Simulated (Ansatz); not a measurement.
# A hypothetical structure for LiBe2P2

This structure for LiBe2P2 is made up. Its elements were placed in a known structure type with a cell scaled to their sizes. What cell does the guess relax to, and how far off was it?

Method: DFT, PBEsol, plane-wave PAW, files of the set soft_1, scalar-relativistic, no spin, cell and ions relaxed at zero pressure; PAW set soft_1, in Ansatz 0.2.0.

**1. The starting structure**

It takes space group I4/mmm (No. 139, tetragonal). Conventional cell: a = 3.708 Å, b = 3.708 Å, c = 9.128 Å, α = 90.00°, β = 90.00°, γ = 90.00°. P has 1 P at 2.13 Å and 4 Be at 2.22 Å and 4 Li at 2.83 Å nearest. Nearest to Be lie 4 P at 2.22 Å and 4 Be at 2.62 Å and 4 Li at 2.94 Å. Nearest to Li lie 8 P at 2.83 Å and 8 Be at 2.94 Å. Farther neighbours are not listed.

**2. Relaxing cell and atoms**

The guess takes its coordinates from another compound and its volume from a rule, so the cell and any free coordinates are relaxed together.

Contents of input.yaml:

```yaml
crystal:
  lattice:
    - [-1.854, 1.854, 4.564]
    - [1.854, -1.854, 4.564]
    - [1.854, 1.854, -4.564]
  atoms:
    - { symbol: P, position: [0.6167, 0.6167, 0.0] }
    - { symbol: P, position: [0.3833, 0.3833, 0.0] }
    - { symbol: Be, position: [0.25, 0.75, 0.5] }
    - { symbol: Be, position: [0.75, 0.25, 0.5] }
    - { symbol: Li, position: [0.0, 0.0, 0.0] }
kpoints:
  mp_grid: { grid: [10, 10, 10] }
scf:
  occupations: { method: fermi_dirac, width: 0.05 }
hamiltonian:
  xc: pbesol
  pseudopotentials: { kind: paw, azcp: { folder: soft_1 }, xc_functional: pbe }
relax:
  f_tol: 0.015
  max_steps: 70
  cell: {}
output:
  forces: true
  stress: true
```

Run with:

```
> ansatz run input.yaml --threads 4 --pin off --max-ram 8192MiB --backend cpu --events-out ev --progress --plain --runs-dir out
```

Numbers of over 12 decimals in the logs are rounded to 6 here.

The program printed:

```text
basis.fft_grid_basis auto: the FFT boxes are laid along the combinations [[1, 0, 1], [0, 1, 1], [0, 0, 1]] of the cell's own vectors, 3.708, 3.708 and 5.264 Å long. The dense box has 25×25×36 points. Along the cell's own vectors, as sized, it would have 36×36×36, 2.07 times as many. Of the 16 symmetry operations that the crystal satisfies within crystal.symmetry.tolerance (time reversal apart; of a slab, those that k [...]
Engine: ansatz 0.2.0, x86_64-unknown-linux-gnu
Pseudopotentials: kind: paw
Pseudopotential: P, paw, valence charge 5, recommended cutoff 420 eV (normal), soft_1/P.paw.azcp
Pseudopotential: Be, paw, valence charge 2, recommended cutoff 420 eV (normal), soft_1/Be.paw.azcp
Pseudopotential: Li, paw, valence charge 3, recommended cutoff 420 eV (normal), soft_1/Li.paw.azcp
Functional definition: PBEsol
  exchange = pbesol_x
  correlation = pbesol_c
Crystal: 5 atoms, lattice volume = 62.752 Å³
Basis set: ecut = 420 eV, 1243 PW (Γ), FFT grids on a1+a3, a2+a3, a3, exchange–correlation on 50×50×72 points (8 copies of the dense FFT grid, shifted against one another)
Bands: 14, of which v1, the nominal top of the filled ones, is band 9 counted from 1 (8 counted from 0)
Symmetry: 16 space group operations
Space group: I4/mmm (ITA 139), of the structure as read, at distance tolerance 4.0e-5 Å
k-points: 102 of 1000
Non-local potential: P, projectors of the file, l = 0: 2, l = 1: 2, l = 2: 1
Non-local potential: Be, projectors of the file, l = 0: 2, l = 1: 2, l = 2: 1
Non-local potential: Li, projectors of the file, l = 0: 3, l = 1: 2, l = 2: 1
PAW form: soft (Blöchl's): semilocal exchange-correlation on the pseudo side does not see the compensation charge
PAW frozen core: P, regenerated for the run's functional, and the local potential with it (the file was generated under x = pbe(κ = 0.804, μ = 0.219515), c = pbe(β = 0.066725))
PAW frozen core: Be, regenerated for the run's functional, and the local potential with it (the file was generated under x = pbe(κ = 0.804, μ = 0.219515), c = pbe(β = 0.066725))
PAW one-centre angular grid: P, 110 points (default); XC on 64 Gauss nodes
PAW one-centre angular grid: Be, 110 points (default); XC on 64 Gauss nodes
PAW one-centre angular grid: Li, 110 points (default); XC on 64 Gauss nodes
Initial density: superposition of atomic densities (chi_scale 0.1, normalization cell, long waves kept (reshape's long-wave potential 0.00 eV rms))
Initial wavefunctions: pseudopotential atomic-orbital guess
Functional: x = pbesol(κ = 0.804, μ = 0.123457), c = pbesol(β = 0.046)
SCF iter   1: F=—  HF=-1865.058512 eV  |F-HF|=—  |Δ(HF+E_count)|=         —  Δρ=3.02e-2  dr2=7.52e-1  ethr=3.10e-3  ⟨swp⟩=7.3  Hψ=10870  notcnv=0
preconditioner: auto → Kerker (q_TF=auto, 2.195 Å⁻¹)  [metal: Δε(μ)=0.034 eV  Ē_g=9.624 eV  σ=0.050 eV  W_gap=0.17  n_scr=10 (ndim 8)  ℏωp=18.2 eV  f_vac=0.000  D(μ)=1.81/eV (n_scr^D=10)]
SCF iter   2: F=—  HF=-1864.911885 eV  |F-HF|=—  |Δ(HF+E_count)|=   1.47e-1  Δρ=1.77e-2  dr2=2.67e-1  ethr=3.10e-3  ⟨swp⟩=1.2  Hψ=2263  notcnv=0  defer=1
SCF iter   3: F=—  HF=-1864.839244 eV  |F-HF|=—  |Δ(HF+E_count)|=   7.26e-2  Δρ=2.32e-3  dr2=5.65e-3  ethr=1.57e-3  ⟨swp⟩=2.7  Hψ=2403  notcnv=0  defer=13
SCF iter   4: F=—  HF=-1864.838240 eV  |F-HF|=—  |Δ(HF+E_count)|=   1.00e-3  Δρ=5.45e-4  dr2=4.81e-4  ethr=3.32e-5  ⟨swp⟩=2.6  Hψ=2463  notcnv=0  defer=17
SCF iter   5: F=—  HF=-1864.838139 eV  |F-HF|=—  |Δ(HF+E_count)|=   1.01e-4  Δρ=1.86e-4  dr2=3.48e-5  ethr=2.83e-6  ⟨swp⟩=2.4  Hψ=1941  notcnv=0  defer=17
SCF iter   6: F=—  HF=-1864.838134 eV  |F-HF|=—  |Δ(HF+E_count)|=   5.24e-6  Δρ=4.30e-5  dr2=1.30e-6  ethr=2.05e-7  ⟨swp⟩=2.5  Hψ=2328  notcnv=0  defer=17
SCF iter   7: F=-1864.838134 eV  HF=-1864.838134 eV  |F-HF|=1.83e-9  |Δ(HF+E_count)|=   1.35e-7  Δρ=8.89e-6  dr2=5.93e-8  ethr=5.88e-10  ⟨swp⟩=5.4  Hψ=5101  notcnv=0
SCF 1 converged in 7 iterations: F = -1864.838134 eV  dr2 = 5.93e-8
  greatest PAW one-centre occupation: 0.999 electrons in one spin orbital (limit 2), on the Li atom at site 4 (counted from 0), in its partial waves of l = 0
relax step   1: F+E_penalty+E_count = -1864.83813421 eV  Δ(F+E_penalty+E_count) = +0.000e0 eV  max|allowed force component| = 2.353e0 eV/Å  Δτ_max = 0.0000 Å  P = +2.431 GPa  Ω = 62.752 Å³  (7 SCF iters, dr2 threshold 1.00e-7 eV, accepted)
Crystal: 5 atoms, lattice volume = 63.627 Å³
Basis set: ecut = 420 eV, 1259 PW (Γ), FFT grids on a1+a3, a2+a3, a3, exchange–correlation on 50×50×72 points (8 copies of the dense FFT grid, shifted against one another)
Initial density: handed on by an earlier stage of this run
Initial wavefunctions: those handed on with the density
iter 1 solved again at ethr=5.68e-5 eV; its pass at ethr=3.10e-3 eV (dr2=9.66e-3 eV) is discarded
SCF iter   1: F=—  HF=-1865.011303 eV  |F-HF|=—  |Δ(HF+E_count)|=         —  Δρ=3.11e-3  dr2=8.85e-3  ethr=5.68e-5  ⟨swp⟩=2.0  Hψ=11882  notcnv=0
preconditioner: auto → Kerker (q_TF=auto, 2.190 Å⁻¹)  [metal: Δε(μ)=0.054 eV  Ē_g=9.504 eV  σ=0.050 eV  W_gap=0.25  n_scr=10 (ndim 8)  ℏωp=18.0 eV  f_vac=0.000  D(μ)=1.56/eV (n_scr^D=10)]
SCF iter   2: F=—  HF=-1865.009596 eV  |F-HF|=—  |Δ(HF+E_count)|=   1.71e-3  Δρ=1.79e-3  dr2=2.77e-3  ethr=5.21e-5  ⟨swp⟩=1.1  Hψ=1446  notcnv=0
SCF iter   3: F=—  HF=-1865.008906 eV  |F-HF|=—  |Δ(HF+E_count)|=   6.90e-4  Δρ=2.50e-4  dr2=6.76e-5  ethr=1.63e-5  ⟨swp⟩=2.3  Hψ=1967  notcnv=0
SCF iter   4: F=—  HF=-1865.008883 eV  |F-HF|=—  |Δ(HF+E_count)|=   2.34e-5  Δρ=7.41e-5  dr2=9.04e-6  ethr=3.97e-7  ⟨swp⟩=2.5  Hψ=2211  notcnv=0
SCF iter   5: F=-1865.008881 eV  HF=-1865.008881 eV  |F-HF|=1.13e-7  |Δ(HF+E_count)|=   2.27e-6  Δρ=2.13e-5  dr2=4.20e-7  ethr=2.94e-9  ⟨swp⟩=4.0  Hψ=5874  notcnv=0
SCF 2 converged in 5 iterations: F = -1865.008881 eV  dr2 = 4.20e-7
relax step   2: F+E_penalty+E_count = -1865.00888070 eV  Δ(F+E_penalty+E_count) = -1.707e-1 eV  max|allowed force component| = 1.179e0 eV/Å  Δτ_max = 0.0420 Å  P = +1.301 GPa  Ω = 63.627 Å³  energy of the carried Pulay correction = -5.977e-5 eV  (5 SCF iters, dr2 threshold 5.00e-7 eV, accepted)
Crystal: 5 atoms, lattice volume = 64.340 Å³
iter 1 solved again at ethr=5.82e-5 eV; its pass at ethr=3.10e-3 eV (dr2=9.90e-3 eV) is discarded
SCF iter   1: F=—  HF=-1865.155863 eV  |F-HF|=—  |Δ(HF+E_count)|=         —  Δρ=4.27e-3  dr2=1.03e-2  ethr=5.82e-5  ⟨swp⟩=2.0  Hψ=12148  notcnv=0
preconditioner: auto → Kerker (q_TF=auto, 2.186 Å⁻¹)  [metal: Δε(μ)=0.012 eV  Ē_g=9.429 eV  σ=0.050 eV  W_gap=0.06  n_scr=10 (ndim 8)  ℏωp=17.9 eV  f_vac=0.000  D(μ)=1.66/eV (n_scr^D=10)]
SCF iter   2: F=—  HF=-1865.154560 eV  |F-HF|=—  |Δ(HF+E_count)|=   1.30e-3  Δρ=2.63e-3  dr2=4.33e-3  ethr=5.82e-5  ⟨swp⟩=1.1  Hψ=1440  notcnv=0
SCF iter   3: F=—  HF=-1865.153727 eV  |F-HF|=—  |Δ(HF+E_count)|=   8.32e-4  Δρ=3.41e-4  dr2=1.06e-4  ethr=2.55e-5  ⟨swp⟩=1.3  Hψ=1552  notcnv=0
SCF iter   4: F=—  HF=-1865.153699 eV  |F-HF|=—  |Δ(HF+E_count)|=   2.84e-5  Δρ=7.86e-5  dr2=4.32e-6  ethr=6.26e-7  ⟨swp⟩=2.2  Hψ=2036  notcnv=0
SCF iter   5: F=-1865.153699 eV  HF=-1865.153699 eV  |F-HF|=9.03e-9  |Δ(HF+E_count)|=   3.51e-7  Δρ=1.34e-5  dr2=1.37e-7  ethr=2.94e-9  ⟨swp⟩=5.0  Hψ=4934  notcnv=0
SCF 3 converged in 5 iterations: F = -1865.153699 eV  dr2 = 1.37e-7
relax step   3: F+E_penalty+E_count = -1865.15369934 eV  Δ(F+E_penalty+E_count) = -1.448e-1 eV  max|allowed force component| = 3.808e-1 eV/Å  Δτ_max = 0.0348 Å  P = +1.381 GPa  Ω = 64.340 Å³  energy of the carried Pulay correction = -1.078e-4 eV  (5 SCF iters, dr2 threshold 5.00e-7 eV, accepted)
[... from here on, the SCF cycles and remarks between the steps are left out ...]
relax step   4: F+E_penalty+E_count = -1865.27346466 eV  Δ(F+E_penalty+E_count) = -1.198e-1 eV  max|allowed force component| = 8.186e-3 eV/Å  Δτ_max = 0.0215 Å  P = +1.184 GPa  Ω = 65.203 Å³  energy of the carried Pulay correction = -1.652e-4 eV  (5 SCF iters, dr2 threshold 5.00e-7 eV, accepted)
relax step   5: F+E_penalty+E_count = -1865.31307598 eV  Δ(F+E_penalty+E_count) = -3.961e-2 eV  max|allowed force component| = 6.516e-2 eV/Å  Δτ_max = 0.0092 Å  P = +0.347 GPa  Ω = 66.183 Å³  energy of the carried Pulay correction = -2.296e-4 eV  (6 SCF iters, dr2 threshold 5.00e-7 eV, accepted)
relax step   6: F+E_penalty+E_count = -1865.31356793 eV  Δ(F+E_penalty+E_count) = -4.919e-4 eV  max|allowed force component| = 7.026e-2 eV/Å  Δτ_max = 0.0114 Å  P = +0.548 GPa  Ω = 66.373 Å³  energy of the carried Pulay correction = -2.419e-4 eV  (4 SCF iters, dr2 threshold 3.05e-7 eV, accepted)
relax step   7: F+E_penalty+E_count = -1865.31437300 eV  Δ(F+E_penalty+E_count) = -8.051e-4 eV  max|allowed force component| = 3.268e-3 eV/Å  Δτ_max = 0.0021 Å  P = +0.053 GPa  Ω = 66.711 Å³  energy of the carried Pulay correction = -2.638e-4 eV  (5 SCF iters, dr2 threshold 5.00e-7 eV, accepted)
relax step   8: F+E_penalty+E_count = -1865.31438328 eV  Δ(F+E_penalty+E_count) = -1.027e-5 eV  max|allowed force component| = 2.550e-4 eV/Å  Δτ_max = 0.0004 Å  P = -0.000 GPa  Ω = 66.769 Å³  energy of the carried Pulay correction = -2.676e-4 eV  (4 SCF iters, dr2 threshold 1.83e-8 eV, accepted)
relax step   9: F+E_penalty+E_count = -1865.31751772 eV  Δ(F+E_penalty+E_count) = -3.134e-3 eV  max|allowed force component| = 7.044e-4 eV/Å  Δτ_max = 0.0000 Å  P = +0.067 GPa  Ω = 66.769 Å³  stress off target by 1.83e-1 GPa  SCF on the basis re-selected at this cell (its energy is not comparable with the rows above)  (6 SCF iters)
relax step  10: F+E_penalty+E_count = -1865.31761844 eV  Δ(F+E_penalty+E_count) = -1.007e-4 eV  max|allowed force component| = 8.162e-5 eV/Å  Δτ_max = 0.0016 Å  P = +0.006 GPa  Ω = 66.878 Å³  energy of the carried Pulay correction = -5.798e-6 eV  (4 SCF iters, dr2 threshold 8.39e-8 eV, accepted)
iter 1 solved again at ethr=7.21e-6 eV; its pass at ethr=3.10e-3 eV (dr2=1.22e-3 eV) is discarded
SCF iter   1: F=—  HF=-1865.317645 eV  |F-HF|=—  |Δ(HF+E_count)|=         —  Δρ=1.38e-5  dr2=9.62e-8  ethr=7.21e-6  ⟨swp⟩=3.0  Hψ=13984  notcnv=0
eigensolver tolerance schedule: the retry pair's looser diagonalisation over-reported the residual by 12737.51 of it (diagonalisation noise at an unbounded share of the residual, at the tolerance the schedule requests for it); recorded, not acted on — ethr = c·dr2/N_el stays at c = 1.0e-1
preconditioner: auto → Kerker (q_TF=auto, 2.171 Å⁻¹)  [metal: Δε(μ)=0.014 eV  Ē_g=9.268 eV  σ=0.050 eV  W_gap=0.07  n_scr=10 (ndim 8)  ℏωp=17.6 eV  f_vac=0.000  D(μ)=1.11/eV (n_scr^D=2)]
SCF iter   2: F=—  HF=-1865.317624 eV  |F-HF|=—  |Δ(HF+E_count)|=   2.06e-5  Δρ=6.62e-6  dr2=8.50e-9  ethr=5.66e-10  ⟨swp⟩=3.5  Hψ=3049  notcnv=0
SCF iter   3: F=—  HF=-1865.317624 eV  |F-HF|=—  |Δ(HF+E_count)|=   2.83e-8  Δρ=3.83e-6  dr2=3.89e-9  ethr=5.00e-11  ⟨swp⟩=1.2  Hψ=1455  notcnv=0
SCF iter   4: F=—  HF=-1865.317624 eV  |F-HF|=—  |Δ(HF+E_count)|=   1.20e-8  Δρ=8.24e-7  dr2=3.73e-10  ethr=2.29e-11  ⟨swp⟩=2.5  Hψ=2226  notcnv=0
SCF iter   5: F=—  HF=-1865.317624 eV  |F-HF|=—  |Δ(HF+E_count)|=  4.61e-10  Δρ=3.25e-7  dr2=8.21e-11  ethr=2.19e-12  ⟨swp⟩=1.2  Hψ=1486  notcnv=0
SCF iter   6: F=-1865.317624 eV  HF=-1865.317624 eV  |F-HF|=7.28e-12  |Δ(HF+E_count)|=  9.09e-12  Δρ=1.32e-7  dr2=1.19e-11  ethr=1.00e-12  ⟨swp⟩=4.8  Hψ=4234  notcnv=0
SCF 11 converged in 6 iterations: F = -1865.317624 eV  dr2 = 1.19e-11
relax step  11: F+E_penalty+E_count = -1865.31762418 eV  Δ(F+E_penalty+E_count) = -5.740e-6 eV  max|allowed force component| = 4.151e-5 eV/Å  Δτ_max = 0.0000 Å  P = +0.005 GPa  Ω = 66.878 Å³  stress off target by 1.91e-2 GPa  SCF on the basis re-selected at this cell (its energy is not comparable with the rows above)  (6 SCF iters)
basis re-selected at this cell: Δ(F+E_penalty+E_count) = -5.740e-6 eV, ΔP = -0.000 GPa vs the last step (what re-selecting the basis moved, of the pressure what is left beyond the Pulay correction that the steps carried, after the strain that the cell walked since its last selection, with what the two solves' SCF thresholds leave and, on support functions, any second-order correction that the steps lacked; it is no m [...]
SCF converged after 6 iterations
Free energy (F): -1865.317624 eV
Harris-Foulkes:  -1865.317624 eV  (|F-HF|=7.28e-12)
Internal energy: -1865.308106 eV  (E = F + TS)
E sigma→0 (E₀):  -1865.312865 eV
Entropy (-TS):   -0.009518 eV (-1.904 meV/atom)
Fermi energy:    6.460862 eV
--- Per-component energies (eV) ---
  E_band       = -62.187171
  E_kinetic    = 195.324641
  E_local      = -223.649619  (includes V_loc(G=0)·N_el)
  E_nonlocal   = 53.475972
  E_hartree    = 61.479861
  E_xc         = -194.009891
  E_vxc        = -175.558797  (∫ρ·V_xc dr)
  E_paw        = -1222.251694  (= ΣΔE_a)
  E_vpaw       = -34.739341  (= ΣTr[D̂ρ^β])
  E_aug_tail   = 0.000254  (compensation charges beyond the density's cutoff)
  E_ewald      = -535.788885
  E_core_change = 0.111255  (= ΣΔE_core)
  E_smearing   = -0.009518  (= −TS)
  E_closure    = 0.000000  (closes the sum)
  Σ components = -1865.317624   (vs F -1865.317624, Δ=0.00e0)
--- Forces (eV/Å), atoms counted from 1 ---
  atom   1  P      0.00000000     0.00000000    -0.00004151
  atom   2  P     -0.00000000     0.00000000     0.00004151
  atom   3  Be    -0.00000000     0.00000000    -0.00000000
  atom   4  Be     0.00000000    -0.00000000     0.00000000
  atom   5  Li    -0.00000000     0.00000000     0.00000000
  max |Σ_I F_I| component: 1.47e-17 eV/Å
--- Stress (GPa, compression-positive) ---
       -0.001695       0.000000      -0.000000
        0.000000      -0.001695      -0.000000
       -0.000000      -0.000000       0.019138
  P = ⅓ Tr σ = 0.0052 GPa (0.052 kbar)
--- Relaxed structure (9 steps of the walk, 9 accepted, 2 SCFs on fresh bases) ---
  F+E_penalty+E_count = -1865.31762418 eV   max|allowed force component| = 4.151e-5 eV/Å   (the final SCF, on the basis selected at the relaxed cell)
  cell:  # Å, volume = 66.8776 Å³
    - [-1.784768, 1.784768, 5.248762]
    - [1.784768, -1.784768, 5.248762]
    - [1.784768, 1.784768, -5.248762]
  atoms:
    - { symbol: P, position: [0.629716, 0.629716, 0] }
    - { symbol: P, position: [0.370284, 0.370284, 0] }
    - { symbol: Be, position: [0.25, 0.75, 0.500000] }
    - { symbol: Be, position: [0.75, 0.25, 0.5] }
    - { symbol: Li, position: [0, 0, 0] }
```

Run time: 11 s. Hardware: 4 threads of AMD EPYC 7B13 (Zen 3), shared host; peak memory 0.44 GiB.

Step by step:

| step | energy less that of the first step (eV) | largest force component (eV/Å) | pressure (GPa) | volume (Å³) |
| --- | --- | --- | --- | --- |
| 1 | 0.0000 | 2.3526 | 2.43 | 62.75 |
| 2 | -0.1707 | 1.1790 | 1.30 | 63.63 |
| 3 | -0.3156 | 0.3808 | 1.38 | 64.34 |
| 4 | -0.4353 | 0.0082 | 1.18 | 65.20 |
| 5 | -0.4749 | 0.0652 | 0.35 | 66.18 |
| 6 | -0.4754 | 0.0703 | 0.55 | 66.37 |
| 7 | -0.4762 | 0.0033 | 0.05 | 66.71 |
| 8 | -0.4762 | 0.0003 | 0.00 | 66.77 |
| 9* | -0.4794 | 0.0007 | 0.07 | 66.77 |
| 10 | -0.4795 | 0.0001 | 0.01 | 66.88 |
| 11* | -0.4795 | 0.0000 | 0.01 | 66.88 |

Relaxation steps marked * repeat the geometry before them on a plane-wave basis chosen anew for their cell, so energy and pressure can jump there.

Forces are held to the 16 operations that the run works with; a distortion that breaks them can't arise in this run.

| cell as run | before | after | change |
| --- | --- | --- | --- |
| a (Å) | 5.264 | 5.824 | +10.7 % |
| b (Å) | 5.264 | 5.824 | +10.7 % |
| c (Å) | 5.264 | 5.824 | +10.7 % |
| α (°) | 138.75 | 144.31 | +4.0 % |
| β (°) | 138.75 | 144.31 | +4.0 % |
| γ (°) | 59.75 | 51.36 | -14.0 % |
| volume (Å³/atom) | 12.55 | 13.38 | +6.6 % |

The atoms that moved most (Å, as changes of fractional coordinates times the final cell):

| atom | dx | dy | dz | length |
| --- | --- | --- | --- | --- |
| P1 | 0.000 | 0.000 | 0.137 | 0.137 |
| P2 | 0.000 | 0.000 | -0.137 | 0.137 |

The relaxed structure:

```xyz
5
Lattice="-1.7848 1.7848 5.2488 1.7848 -1.7848 5.2488 1.7848 1.7848 -5.2488" Properties=species:S:1:pos:R:3 pbc="T T T"
P     0.0000    0.0000    6.6105
P     0.0000    0.0000    3.8871
Be    1.7848    0.0000    2.6244
Be    0.0000    1.7848    2.6244
Li    0.0000    0.0000    0.0000
```

Numbers from this step:

```yaml
free_energy: -1865.3176 eV
energy_at_zero_smearing: -1865.3129 eV
smearing_term_ts: 0.009518 eV
fermi_energy: 6.461 eV
electrons: 17
symmetry_operations: 16
pressure: 0.005249 GPa
```

The shortest distance of each pair, which need not be the same contact before and after:

| pair | guess (Å) | relaxed (Å) |
| --- | --- | --- |
| Be–P | 2.218 | 2.186 |
| Be–Be | 2.622 | 2.524 |
| P–P | 2.130 | 2.723 |
| Li–P | 2.830 | 2.868 |
| Be–Li | 2.940 | 3.174 |

The relaxation ends with a largest force component of 4.2e-5 eV/Å and a pressure of 0.01 GPa.

**3. Summary of results**

```json
{"space group, relaxed": "I4/mmm", "conventional cell": "a = 3.570, b = 3.570, c = 10.498 Å; α = 90.0°, β = 90.0°, γ = 90.0°", "volume per atom": "13.38 Å³ (guess 12.55)"}
```

In words: LiBe2P2 relaxes to I4/mmm with a = 3.570, b = 3.570 and c = 10.498 Å. The guessed volume was 6 % too small. The space group I4/mmm was held in the relaxation, so the end point is a stationary structure within it and may be a saddle against distortions or other arrangements. Mesh and cutoff weren't tested. A vector of the cell changed its length by 11 %, more than the volume shows. No dispersion term is used, so weakly bound directions may come out too long. Nothing here tests whether the compound is stable against decomposition.

[Logs are printed without paths, hosts, clocks, repeated set-up lines and the standing remarks that a program may print on its own settings, such as how far it seeks lower states.]

[Hosts, paths, dates, database ids (printed as entryN), source tags and the programs' standing remarks are cut or masked in the printed files.]
